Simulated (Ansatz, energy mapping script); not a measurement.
**YNiO2 in the infinite layer structure: exchange couplings from total energies**

Aim: the exchange couplings of YNiO2 in the infinite layer structure from the energies of a few collinear orders, and the ordering temperature that they give.

Calculated with Ansatz 0.2.0; PBE with U = 6 eV on Ni d, ortho-atomic projectors; plane waves, U on orthogonalised atomic orbitals unless named otherwise, collinear spin, no spin–orbit coupling.

Report form: the programs' logs are mostly left out.

## (1) The starting structure

Symmetry: P4/mmm, No. 123, tetragonal system. The conventional cell has a = 3.916 Å, b = 3.916 Å, c = 3.112 Å, α = 90.00°, β = 90.00°, γ = 90.00°. Nearest to Y lie 8 O at 2.50 Å. Ni has 4 O at 1.96 Å nearest. O has 2 Ni at 1.96 Å and 4 Y at 2.50 Å nearest. infinite layer prototype, lattice guessed from radii. Farther neighbours and most contacts between anions are not listed.

Coordinates:

```
Y Ni O
1.0
     3.91626    0.00000    0.00000
     0.00000    3.91626    0.00000
     0.00000    0.00000    3.11211
Y Ni O
1 1 2
Direct
  0.50000 0.50000 0.50000
  0.00000 0.00000 0.00000
  0.50000 0.00000 0.00000
  0.00000 0.50000 0.00000
```

This cell was built for the study (infinite layer prototype, lattice guessed from radii), not taken from an experiment; the compound need not form in this structure.

The cell was relaxed beforehand in Ansatz under PBE with U = 4.8 eV on Ni d, ortho-atomic projectors, from parallel moments.

A Hubbard U penalises fractional filling of the shell. It raises the cost of virtual hops to the neighbours, so couplings that rest on such hops usually weaken.

## (2) Probe run

One run in the crystal's own cell, under PBE with U = 5.7 eV on Ni d, ortho-atomic projectors, shows which elements keep a moment. Transition or f elements with 0.3 μB or more enter the spin model; moments induced on other atoms do not.

input.yaml

```yaml
crystal:
  lattice:
    - [3.916257808, 0.0, 0.0]
    - [0.0, 3.916257808, 0.0]
    - [0.0, 0.0, 3.112113969]
  atoms:
    - { symbol: "Y", position: [0.5, 0.5, 0.5] }
    - { symbol: Ni, position: [0.0, 0.0, 0.0], spin: 2.0 }
    - { symbol: O, position: [0.5, 0.0, 0.0] }
    - { symbol: O, position: [0.0, 0.5, 0.0] }
magnetization:
  spin_polarized: true
kpoints:
  mp_grid: { grid: [7, 7, 8] }
hamiltonian:
  xc: pbe
  hubbard:
    sites: [{ species: Ni, l: d, u_eff: 5.7 }]
    projectors: ortho-atomic
scf:
  occupations: { method: fermi_dirac, width: 0.05 }
output:
  eigenvalues: true
```

Launch:

```bash
ansatz run input.yaml --threads 4 --pin off --max-ram 8192MiB --backend cpu --events-out ev --progress --plain --runs-dir out
```

Elapsed: 26 s, on 4 threads of Arm Neoverse V2, shared host; peak memory 0.78 GiB.

Spin moment in the sphere by atom:

```tsv
atom	spin moment in the sphere (μB)
Y1	-0.002
Ni2	0.876
O3	0.016
O4	0.016
```

The run ends ferromagnetic; Ni carries the moments.

## (3) A run to fix the orbital filling

A corrected shell can settle in several orbital fillings. One parallel run, with an occupation width a fifth wider than the orders use, therefore is to supply the occupation matrices. All orders start from them.

input.yaml, the sections that differ from step 2:

```yaml
kpoints:
  mp_grid: { grid: [7, 7, 9] }
hamiltonian:
  xc: pbe
  hubbard:
    sites: [{ species: Ni, l: d, u_eff: 6.0 }]
    projectors: ortho-atomic
scf:
  occupations: { method: fermi_dirac, width: 0.06 }
# crystal, magnetization, output: as in step 2
```

Run time: 30 s. Hardware: 4 threads; peak memory 0.83 GiB; 1.9 min of CPU time.

Read from the output:

```
final state                       : ferromagnetic
electrons in the corrected shells : 8.779 e
largest moment                    : 0.871 μB
```

## (4) Run 1 (parallel; cell A, 8 atoms)

Each cell gets its own parallel run on the same mesh, so that most of the mesh error cancels in the differences.

input.yaml

```yaml
crystal:
  lattice:
    - [3.916257808, 0.0, 0.0]
    - [0.0, 3.916257808, 3.112113969]
    - [0.0, -3.916257808, 3.112113969]
  atoms:
    - { symbol: "Y", position: [0.5, 0.5, 0.0] }
    - { symbol: "Y", position: [0.5, 0.0, 0.5] }
    - { symbol: Ni, position: [0.0, 0.0, 0.0], spin: 2.0 }
    - { symbol: Ni, position: [0.0, 0.5, 0.5], spin: 2.0 }
    - { symbol: O, position: [0.5, 0.0, 0.0] }
    - { symbol: O, position: [0.5, 0.5, 0.5] }
    - { symbol: O, position: [0.0, 0.25, 0.75] }
    - { symbol: O, position: [0.0, 0.75, 0.25] }
magnetization:
  spin_polarized: true
kpoints:
  mp_grid: { grid: [7, 6, 6] }
hamiltonian:
  xc: pbe
  hubbard:
    sites:
      - { species: Ni, l: d, u_eff: 6.0 }
      - { site: 2, l: d, u_eff: 6.0, starting_ns: [{ spin: up, occupation_matrix: ni2_major }, { spin: down, occupation_matrix: ni2_minor }] }
      - { site: 3, l: d, u_eff: 6.0, starting_ns: [{ spin: up, occupation_matrix: ni2_major }, { spin: down, occupation_matrix: ni2_minor }] }
    projectors: ortho-atomic
    occupation_matrices:
      ni2_major:
        matrix:
          - [0.925, 0.0, 0.0, 0.0, 0.0]
          - [0.0, 0.981, 0.0, 0.0, 0.0]
          - [0.0, 0.0, 0.981, 0.0, 0.0]
          - [0.0, 0.0, 0.0, 0.954, 0.0]
          - [0.0, 0.0, 0.0, 0.0, 0.986]
      ni2_minor:
        matrix:
          - [0.884, 0.0, 0.0, 0.0, 0.0]
          - [0.0, 0.974, 0.0, 0.0, 0.0]
          - [0.0, 0.0, 0.974, 0.0, 0.0]
          - [0.0, 0.0, 0.0, 0.136, 0.0]
          - [0.0, 0.0, 0.0, 0.0, 0.984]
scf:
  occupations: { method: fermi_dirac, width: 0.05 }
output:
  eigenvalues: true
  write_density: true
  write_potential: true
  elf: true
  volumetric_format: npy
```

The job ended after 14 s (4 threads; peak memory 0.76 GiB).

Spin moment in the sphere by atom:

```tsv
atom	spin moment in the sphere (μB)
Y1	-0.002
Y2	-0.002
Ni3	0.864
Ni4	0.864
O5	0.008
O6	0.008
O7	0.007
O8	0.007
```

The run ends ferromagnetic.

Spin density in the ac plane at fractional y = 0.000, with atoms of Y and Ni and O within 0.2 Å of it.

Ten even steps from '0' (0.0 e/Å³) to '9' (3.1 e/Å³), each cell a mean:
```
53100000000013
10000000000000
00000000000000
00000000000000
00000000000000
00000000000000
00000000000000
00000000000000
00000000000000
00000000000000
00000000000000
00000000000000
00000000000000
00000000000000
00000000000000
41000000000002
97200000000038
```
Columns run along a (3.9 Å), rows up along c (5.0 Å). Atoms in or near the plane, at fractional coordinates: Y at (0.50, 0.50), Ni at (0.00, 0.00), O at (0.50, 0.00).

ELF in the ac plane at fractional y = 0.000, with atoms of Y and Ni and O within 0.2 Å of it. It is the smooth field of the valence electrons, not physical close to the nuclei.

Values, 17 rows by 14 columns, each cell a mean:
```
0.56 0.45 0.23 0.14 0.50 0.79 0.68 0.56 0.71 0.75 0.35 0.14 0.31 0.49
0.35 0.34 0.22 0.14 0.39 0.75 0.80 0.80 0.80 0.66 0.28 0.14 0.27 0.35
0.17 0.18 0.16 0.13 0.23 0.49 0.65 0.69 0.63 0.40 0.18 0.13 0.17 0.18
0.13 0.13 0.13 0.10 0.10 0.17 0.23 0.26 0.22 0.14 0.09 0.11 0.13 0.13
0.20 0.18 0.12 0.07 0.06 0.14 0.24 0.28 0.22 0.11 0.06 0.08 0.15 0.18
0.23 0.19 0.10 0.07 0.23 0.56 0.72 0.75 0.69 0.46 0.16 0.07 0.13 0.20
0.15 0.12 0.07 0.17 0.59 0.84 0.84 0.82 0.85 0.79 0.45 0.11 0.08 0.13
0.07 0.06 0.06 0.30 0.75 0.84 0.69 0.56 0.75 0.84 0.65 0.18 0.05 0.07
0.06 0.05 0.06 0.33 0.77 0.83 0.64 0.46 0.71 0.85 0.68 0.20 0.04 0.06
0.12 0.09 0.06 0.22 0.66 0.85 0.81 0.76 0.83 0.82 0.54 0.13 0.06 0.10
0.21 0.17 0.09 0.09 0.36 0.72 0.82 0.84 0.81 0.62 0.26 0.07 0.11 0.19
0.21 0.19 0.12 0.06 0.09 0.25 0.40 0.44 0.37 0.19 0.07 0.07 0.14 0.20
0.14 0.14 0.13 0.09 0.07 0.09 0.13 0.14 0.12 0.08 0.07 0.10 0.14 0.14
0.15 0.16 0.14 0.12 0.19 0.39 0.53 0.57 0.50 0.32 0.15 0.12 0.15 0.15
0.27 0.28 0.20 0.14 0.33 0.68 0.79 0.81 0.78 0.58 0.24 0.14 0.24 0.28
0.50 0.42 0.23 0.14 0.47 0.79 0.73 0.66 0.76 0.74 0.33 0.14 0.30 0.45
0.67 0.50 0.22 0.13 0.53 0.78 0.55 0.34 0.63 0.76 0.38 0.13 0.31 0.56
```
Columns run along a (3.9 Å), rows up along c (5.0 Å). Atoms in or near the plane, at fractional coordinates: Y at (0.50, 0.50), Ni at (0.00, 0.00), O at (0.50, 0.00).

## (5) Run 2 (compensated +−; cell A, 8 atoms)

This order reverses 2 of the 2 neighbours at 3.11 Å and 2 of the 4 neighbours at 3.92 Å, counted for an average magnetic atom.

input.yaml, as its differences from that of step 4:

```diff
@@ -9,3 +9,3 @@
     - { symbol: Ni, position: [0.0, 0.0, 0.0], spin: 2.0 }
-    - { symbol: Ni, position: [0.0, 0.5, 0.5], spin: 2.0 }
+    - { symbol: Ni, position: [0.0, 0.5, 0.5], spin: -2.0 }
     - { symbol: O, position: [0.5, 0.0, 0.0] }
@@ -24,3 +24,3 @@
       - { site: 2, l: d, u_eff: 6.0, starting_ns: [{ spin: up, occupation_matrix: ni2_major }, { spin: down, occupation_matrix: ni2_minor }] }
-      - { site: 3, l: d, u_eff: 6.0, starting_ns: [{ spin: up, occupation_matrix: ni2_major }, { spin: down, occupation_matrix: ni2_minor }] }
+      - { site: 3, l: d, u_eff: 6.0, starting_ns: [{ spin: up, occupation_matrix: ni2_minor }, { spin: down, occupation_matrix: ni2_major }] }
     projectors: ortho-atomic
```

Run time: 7.7 s. Hardware: 4 threads; peak memory 0.73 GiB; 29 s of CPU time.

Spin moment in the sphere by atom:

```tsv
atom	spin moment in the sphere (μB)
Y1	0.000
Y2	0.000
Ni3	0.913
Ni4	-0.913
O5	0.031
O6	-0.031
O7	0.000
O8	0.000
```

The run ends antiferromagnetic, 31.88 meV a magnetic atom above the parallel order of its cell (energies taken at zero occupation width, not the printed F).

Spin density in the ac plane at fractional y = 0.000, with atoms of Y and Ni and O within 0.2 Å of it.

Ten even steps from '_' (0.0 e/Å³) to '@' (3.3 e/Å³), each cell a mean:
```
++--..__________________..--
..__________________________
____________________________
____________________________
____________________________
____________________________
____________________________
____________________________
____________________________
____________________________
____________________________
____________________________
____________________________
____________________________
____________________________
==..______________________::
@@**::__________________--##
```
Columns run along a (3.9 Å), rows up along c (5.0 Å). Atoms in or near the plane, at fractional coordinates: Y at (0.50, 0.50), Ni at (0.00, 0.00), O at (0.50, 0.00).

ELF in the ac plane at fractional y = 0.000, with atoms of Y and Ni and O within 0.2 Å of it. It is the smooth field of the valence electrons, not physical close to the nuclei.

Ten even steps from '_' (0.04) to '@' (0.85), each cell a mean:
```
**++::..++@@##**%%%%--..--++
----::..==%%@@@@@@##::..::--
........::++##%%##==........
......____..::::::..____....
....______..::::::______....
::..____::**%%%%%%++..__....
..____..**@@@@@@@@@@++____..
______--%%@@%%**%%@@##..____
______--@@@@##++%%@@##..____
______::##@@@@%%@@@@**..____
::..____--%%@@@@@@##::____..
::..______::==++==..____....
......______....________....
......__..==****++--........
::::....--##@@@@@@**::..::::
++==::..++@@%%##%%%%--..--++
##++::..**@@**--##@@==..--**
```
Columns run along a (3.9 Å), rows up along c (5.0 Å). Atoms in or near the plane, at fractional coordinates: Y at (0.50, 0.50), Ni at (0.00, 0.00), O at (0.50, 0.00).

## (6) Order 3: parallel, cell B of 8 atoms

The parallel order again, as the reference for this cell.

This run holds the same structure in another cell (a 3.916 → 3.112 Å, b 5.002 → 5.538 Å, c 5.002 → 5.538 Å, α 103.1 → 90.0°).

input.yaml

```yaml
crystal:
  lattice:
    - [0.0, 0.0, -3.112113969]
    - [3.916257808, 3.916257808, 0.0]
    - [3.916257808, -3.916257808, 0.0]
  atoms:
    - { symbol: "Y", position: [0.5, 0.5, 0.0] }
    - { symbol: "Y", position: [0.5, 0.0, 0.5] }
    - { symbol: Ni, position: [0.0, 0.0, 0.0], spin: 2.0 }
    - { symbol: Ni, position: [0.0, 0.5, 0.5], spin: 2.0 }
    - { symbol: O, position: [0.0, 0.25, 0.25] }
    - { symbol: O, position: [0.0, 0.75, 0.75] }
    - { symbol: O, position: [0.0, 0.25, 0.75] }
    - { symbol: O, position: [0.0, 0.75, 0.25] }
magnetization:
  spin_polarized: true
kpoints:
  mp_grid: { grid: [9, 5, 5] }
hamiltonian:
  xc: pbe
  hubbard:
    sites:
      - { species: Ni, l: d, u_eff: 6.0 }
      - { site: 2, l: d, u_eff: 6.0, starting_ns: [{ spin: up, occupation_matrix: ni2_major }, { spin: down, occupation_matrix: ni2_minor }] }
      - { site: 3, l: d, u_eff: 6.0, starting_ns: [{ spin: up, occupation_matrix: ni2_major }, { spin: down, occupation_matrix: ni2_minor }] }
    projectors: ortho-atomic
    occupation_matrices:
      ni2_major:
        matrix:
          - [0.925, 0.0, 0.0, 0.0, 0.0]
          - [0.0, 0.981, 0.0, 0.0, 0.0]
          - [0.0, 0.0, 0.981, 0.0, 0.0]
          - [0.0, 0.0, 0.0, 0.954, 0.0]
          - [0.0, 0.0, 0.0, 0.0, 0.986]
      ni2_minor:
        matrix:
          - [0.884, 0.0, 0.0, 0.0, 0.0]
          - [0.0, 0.974, 0.0, 0.0, 0.0]
          - [0.0, 0.0, 0.974, 0.0, 0.0]
          - [0.0, 0.0, 0.0, 0.136, 0.0]
          - [0.0, 0.0, 0.0, 0.0, 0.984]
scf:
  occupations: { method: fermi_dirac, width: 0.05 }
output:
  eigenvalues: true
```

It took 6.2 s on 4 threads; peak memory 0.6 GiB.

The run ends ferromagnetic. For each magnetic atom its energy differs from the parallel run of the first cell by 1.71 meV, an error that one common reference would have brought in.

## (7) Run 4 (compensated +−; cell B, 8 atoms)

This order reverses 0 of the 2 neighbours at 3.11 Å and 4 of the 4 neighbours at 3.92 Å, counted for an average magnetic atom.

input.yaml, as its differences from that of step 6:

```diff
@@ -9,3 +9,3 @@
     - { symbol: Ni, position: [0.0, 0.0, 0.0], spin: 2.0 }
-    - { symbol: Ni, position: [0.0, 0.5, 0.5], spin: 2.0 }
+    - { symbol: Ni, position: [0.0, 0.5, 0.5], spin: -2.0 }
     - { symbol: O, position: [0.0, 0.25, 0.25] }
@@ -24,3 +24,3 @@
       - { site: 2, l: d, u_eff: 6.0, starting_ns: [{ spin: up, occupation_matrix: ni2_major }, { spin: down, occupation_matrix: ni2_minor }] }
-      - { site: 3, l: d, u_eff: 6.0, starting_ns: [{ spin: up, occupation_matrix: ni2_major }, { spin: down, occupation_matrix: ni2_minor }] }
+      - { site: 3, l: d, u_eff: 6.0, starting_ns: [{ spin: up, occupation_matrix: ni2_minor }, { spin: down, occupation_matrix: ni2_major }] }
     projectors: ortho-atomic
```

Wall time 3.5 s (4 threads); peak memory 0.59 GiB; 13 s of CPU time.

The run ends antiferromagnetic, 15.25 meV a magnetic atom above the parallel order of its cell (energies taken at zero occupation width, not the printed F).

## (8) From energies to couplings

Each energy difference is a sum of couplings weighted by the pairs that the order reverses. A few near shells are fitted to the differences by least squares. Energies are those extrapolated to zero occupation width, not the free energies F.

Energies from the parallel order of the same cell:

```tsv
order	atoms	energy (meV a magnetic atom)	moments (μB)	moments kept as typed	opposed neighbours at 3.11, 3.92 Å
parallel in cell A	8	0.00	0.86	yes	0, 0
compensated +− in cell A	8	31.88	0.91	yes	2, 2
parallel in cell B	8	0.00	0.86	yes	0, 0
compensated +− in cell B	8	15.25	0.91	yes	0, 4
```

Couplings from the energies, with E = −Σ J e·e over ordered pairs:

```tsv
pair	distance (Å)	neighbours	J (meV)
Ni–Ni	3.11	2	6.06
Ni–Ni	3.92	4	1.91
```

These orders cannot tell some unfitted shells from fitted ones: the value at 3.11 Å holds J(3.11) + 2 J(5.54) and the value at 3.92 Å holds J(3.92) + 2 J(5.00); other unfitted shells add to the values wholly or in part. No temperature is drawn.

## (9) What came out

```yaml
lowest_order_tried: parallel
largest_fitted_value_a_combination_of_shells_ni_ni_at_3p11_a: 6.06 meV
```

Of the orders tried, YNiO2 in the infinite layer structure prefers parallel moments under PBE+U (6 eV). Orders that were not tried, spirals among them, may lie lower. The largest fitted value is 6.1 meV, at 3.11 Å. It is a combination of shells that these orders cannot split, so neither its size nor its sign can be laid on that pair alone. The orders also reverse pairs at 5.00 and 5.54 Å, which are not fitted, so the fitted values hold their part too. No fitted order reverses the pairs at 6.22 and 6.35 Å, so their coupling is unknown and is set to zero in the model. 2 energy differences fix 2 couplings with none to spare, so the fit tests nothing. In the fitted orders moments change by up to 5.9 % against the parallel run of the same cell, so the mapping is rough. With a near shell that the orders cannot separate, no temperature is given. The cell was built from a prototype and relaxed; a distortion that needs a larger cell, or another structure that the compound may prefer, is not captured.

[Logs and program files are shortened in this print: banners, set-up blocks, solver, clock and traceback lines can be left out without a mark of their own.]

[Logs are printed without paths, hosts, clocks, repeated set-up lines and the standing remarks that a program may print on its own settings, such as how far it seeks lower states.]

[Hosts, paths, dates, database ids (printed as entryN), source tags and the programs' standing remarks are cut or masked in the printed files.]

[Where a cell is said to come from a database of computed structures, the database is the Materials Project.]
